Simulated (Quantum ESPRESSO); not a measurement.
# E(q) of Fe from supercells, part 2 of 2

Aim: the energy of flat spin spirals of Fe that close within a few cells.

Quantum ESPRESSO 7.5; LDA; plane waves with GBRV 1.5 LDA potentials, no spin-orbit coupling, flat spiral in a supercell.

So far, absolute magnetization (μB): step 2 (parallel moments, one cell) 2.29.

The database entry behind the starting cell differs from later determinations by our own check (about 0.2 % short), so it need not match the best structure at ambient conditions.

### Step 4. One turn in 3 cells along the input cell's c (continued)

Valence density in the ac plane at fractional y = 0.000, with atoms of Fe within 0.2 Å of it. It is the smooth field of the valence electrons, not physical close to the nuclei.

Values in e/Å³, 24 rows by 14 columns, each cell a mean:
```
22 18  9  3  1  0  0  0  1  1  3 10 20 23
 7  4  2  1  0  0  0  0  0  1  2  4  8  9
 1  1  0  0  0  0  0  0  0  0  1  1  1  1
 0  0  0  0  0  0  0  0  0  0  0  0  0  0
 0  0  0  0  0  0  0  0  0  0  0  0  0  0
 2  2  2  1  1  0  0  0  0  0  0  0  1  1
15 14 10  4  2  1  0  0  0  0  1  2  4 10
21 23 17  6  2  1  0  0  0  1  2  7 17 23
22 18  9  3  1  0  0  0  1  1  3 10 20 23
 7  4  2  1  0  0  0  0  0  1  2  4  8  9
 1  1  0  0  0  0  0  0  0  0  1  1  1  1
 0  0  0  0  0  0  0  0  0  0  0  0  0  0
 0  0  0  0  0  0  0  0  0  0  0  0  0  0
 2  2  2  1  1  0  0  0  0  0  0  0  1  1
15 14 10  4  2  1  0  0  0  0  1  2  4 10
21 23 17  6  2  1  0  0  0  1  2  7 17 23
22 18  9  3  1  0  0  0  1  1  3 10 20 23
 7  4  2  1  0  0  0  0  0  1  2  4  8  9
 1  1  0  0  0  0  0  0  0  0  1  1  1  1
 0  0  0  0  0  0  0  0  0  0  0  0  0  0
 0  0  0  0  0  0  0  0  0  0  0  0  0  0
 2  2  2  1  1  0  0  0  0  0  0  0  1  1
15 14 10  4  2  1  0  0  0  0  1  2  4 10
21 23 17  6  2  1  0  0  0  1  2  7 17 23
```
Columns run along a (2.5 Å), rows up along c (7.4 Å). Atoms in or near the plane, at fractional coordinates: Fe at (0.00, 0.00), Fe at (0.00, 0.33), Fe at (0.00, 0.67).

### Step 5. One turn in 4 cells along the input cell's c

Neighbouring cells are turned by 90° in the xy plane; the cell holds 4 atoms.

pw.in reads:

```
&CONTROL
  calculation = 'scf'
  prefix = 'pwscf'
  outdir = './tmp'
  pseudo_dir = './pseudo'
  disk_io = 'nowf'
/
&SYSTEM
  ibrav = 0
  nat = 4
  ntyp = 4
  ecutwfc = 34
  ecutrho = 238
  nbnd = 84
  occupations = 'smearing'
  smearing = 'fd'
  degauss = 0.00734986
  noncolin = .true.
  starting_magnetization(1) = 0.175
  angle1(1) = 90
  angle2(1) = 0
  starting_magnetization(2) = 0.175
  angle1(2) = 90
  angle2(2) = 90
  starting_magnetization(3) = 0.175
  angle1(3) = 90
  angle2(3) = 180
  starting_magnetization(4) = 0.175
  angle1(4) = 90
  angle2(4) = -90
/
&ELECTRONS
  conv_thr = 8d-09
  electron_maxstep = 150
  mixing_beta = 0.3
/
ATOMIC_SPECIES
Fe1    55.8450 fe_lda_v1.5.uspp.F.UPF
Fe2    55.8450 fe_lda_v1.5.uspp.F.UPF
Fe3    55.8450 fe_lda_v1.5.uspp.F.UPF
Fe4    55.8450 fe_lda_v1.5.uspp.F.UPF
CELL_PARAMETERS bohr
  -2.7027618925    2.7027618925    2.7027618925
   2.7027618925   -2.7027618925    2.7027618925
  10.8110475699   10.8110475699  -10.8110475699
ATOMIC_POSITIONS crystal
Fe1     0.0000000000    0.0000000000    0.0000000000
Fe2     0.0000000000    0.0000000000    0.2500000000
Fe3     0.0000000000    0.0000000000    0.5000000000
Fe4     0.0000000000    0.0000000000    0.7500000000
K_POINTS automatic
10 10 3 0 0 0
```

On the command line:

```
$ OMP_NUM_THREADS=1 mpirun -n 4 pw.x -nk 4 -in pw.in > pw.out
```

What it wrote:

```text
     [... lines left out ...]
Program PWSCF v.7.5 starts
     [... lines left out ...]
     number of atoms/cell      =            4
     [... lines left out ...]
     number of electrons       =        64.00
     number of Kohn-Sham states=           84
     kinetic-energy cutoff     =      34.0000  Ry
     charge density cutoff     =     238.0000  Ry
     scf convergence threshold =      8.0E-09
     [... lines left out ...]
     Noncollinear calculation without spin-orbit
     [... lines left out ...]
      2 Sym. Ops. (no inversion) found
     [... lines left out ...]
     number of k points=   271  Fermi-Dirac smearing, width (Ry)=  0.0073
     [... lines left out ...]
     iteration # 16     ecut=    34.00 Ry     beta= 0.30
     [... lines left out ...]
     atom number    1 relative position :    0.0000   0.0000   0.0000
     [... lines left out ...]
     magnetization :          2.219968    0.000059    0.000000
     [... lines left out ...]
     atom number    2 relative position :    0.5774   0.5774  -0.5774
     [... lines left out ...]
     magnetization :         -0.000033    2.219927    0.000000
     [... lines left out ...]
     atom number    3 relative position :    1.1547   1.1547  -1.1547
     [... lines left out ...]
     magnetization :         -2.219959    0.000221   -0.000000
     [... lines left out ...]
     atom number    4 relative position :    1.7321   1.7321  -1.7321
     [... lines left out ...]
     magnetization :          0.000078   -2.219838   -0.000000
     [... lines left out ...]
     the Fermi energy is    17.4071 ev
!    total energy              =   -1001.18487706 Ry
     estimated scf accuracy    <          5.3E-09 Ry
     smearing contrib. (-TS)   =      -0.01054188 Ry
     [... lines left out ...]
     total magnetization       =     0.00     0.00     0.00 Bohr mag/cell
     absolute magnetization    =     9.19 Bohr mag/cell
     convergence has been achieved in  16 iterations
```

The job ended after 5.8 min (4 MPI ranks of Arm Neoverse V2, shared host; peak memory 1.1 GiB; 23 min of CPU time).

Numbers from this step:

- smearing term TS: 0.1434 eV
- magnetization: 0, 0, 0 μB
- absolute magnetization: 9.19 μB
- final state: non-collinear
- largest moment: 2.220 μB

### Step 6. A faulty input

One input was spoiled on purpose, to see how the program answers.

pw.in reads:

```
&CONTROL
  calculation = 'scf'
  prefix = 'pwscf'
  outdir = './tmp'
  pseudo_dir = './pseudo'
  disk_io = 'nowf'
/
&SYSTEM
  ibrav = 0
  nat = 1
  ntyp = 1
  ecutwfc = 34
  ecutrho = 238
  nbnd = 15
  occupations = 'smearing'
  smearing = 'fd'
  degauss = 0.00734986
  nspin = 2
  starting_magnetization(1) = 0.175
/
&ELECTRONS
  conv_thr = 2d-09
  electron_maxstep = 75
  mixing_beta = 0.3
/
ATOMIC_SPECIES
Fe     55.8450 fe_lda_v1.5.uspp.F.UPF
CELL_PARAMETERS angstrom
  -1.4302400000    1.4302400000    1.4302400000
   1.4302400000   -1.4302400000    1.4302400000
   1.4302400000    1.4302400000   -1.4302400000
ATOMIC_POSITIONS crystal
Fe      0.0000000000    0.0000000000    0.0000000000
K_POINTS automatic
10 10 10 0 0 0
HUBBARD {ortho-atomic}
U Fe-3d -4.0000
```

What it wrote:

```text
     [... lines left out ...]
Program PWSCF v.7.5 starts
     Error in routine card_hubbard (2):
     Unknown case for lda_plus_u_kind...
 %%%%%%%%%%%%%%%%%%%%%%%%%%%%%%%%%%%%%%%%%%%%%%%%%%%%%%%%%%%%%%%%%%%%%%%%%%%%%%
     stopping ...
```

The job ended after 0.5 s (4 MPI ranks; peak memory 0.05 GiB).

The input was rejected at the start.

The program's message: “card_hubbard (2): Unknown case for lda_plus_u_kind...”

The fault put into the input: a negative U.

### Step 7. E(q)

Spirals:

| q along the reciprocal vector | energy less that at q = 0 (meV a seeded atom) | largest site moment (μB) | typed angles kept | CPU time (s) |
| --- | --- | --- | --- | --- |
| 0 | 0 | 2.241 | yes | 178.1 |
| 0.25 | 67.77 | 2.22 | yes | 1383 |
| 0.3333 | 128.1 | 2.14 | yes | 885 |
| 0.5 | 204.7 | 1.999 | yes | 318.6 |

Table of energy less that at q = 0, self-consistent by path:

| path (Å⁻¹) | energy less that at q = 0, self-consistent (meV a seeded atom) |
| --- | --- |
| 0.000 | 0 |
| 0.777 | 67.8 |
| 1.035 | 128 |
| 1.553 | 205 |

### Step 8. Results

```
lowest point  : q = 0 along c*, 0 meV a seeded atom
highest point : q = 0.5, 205 meV a seeded atom
```

**Reading.** No spiral that was tried lies under the parallel state. The moment changes by 11 % between the spirals. The cell of 4 repeats took 7.8 times the CPU time of the single cell, though its mesh is shorter in proportion. Here c and c* are vectors of the cell in the input, which need not be the conventional cell, and only this direction was probed. The mesh is coarse, so differences of some ten meV can be noise in a metal. Energies are free energies at an electronic temperature of 1160 K, which lowers moments and differences where the moments are itinerant. The cutoff lies under the 40 Ry that these files are usually run at.

[Logs and program files are shortened in this print: banners, set-up blocks, solver, clock and traceback lines can be left out without a mark of their own.]

[Logs are printed without paths, hosts, clocks, repeated set-up lines and the standing remarks that a program may print on its own settings, such as how far it seeks lower states.]

[Hosts, paths, dates, database ids (printed as entryN), source tags and the programs' standing remarks are cut or masked in the printed files.]

[Where a cell is said to come from a database of computed structures, the database is the Materials Project.]
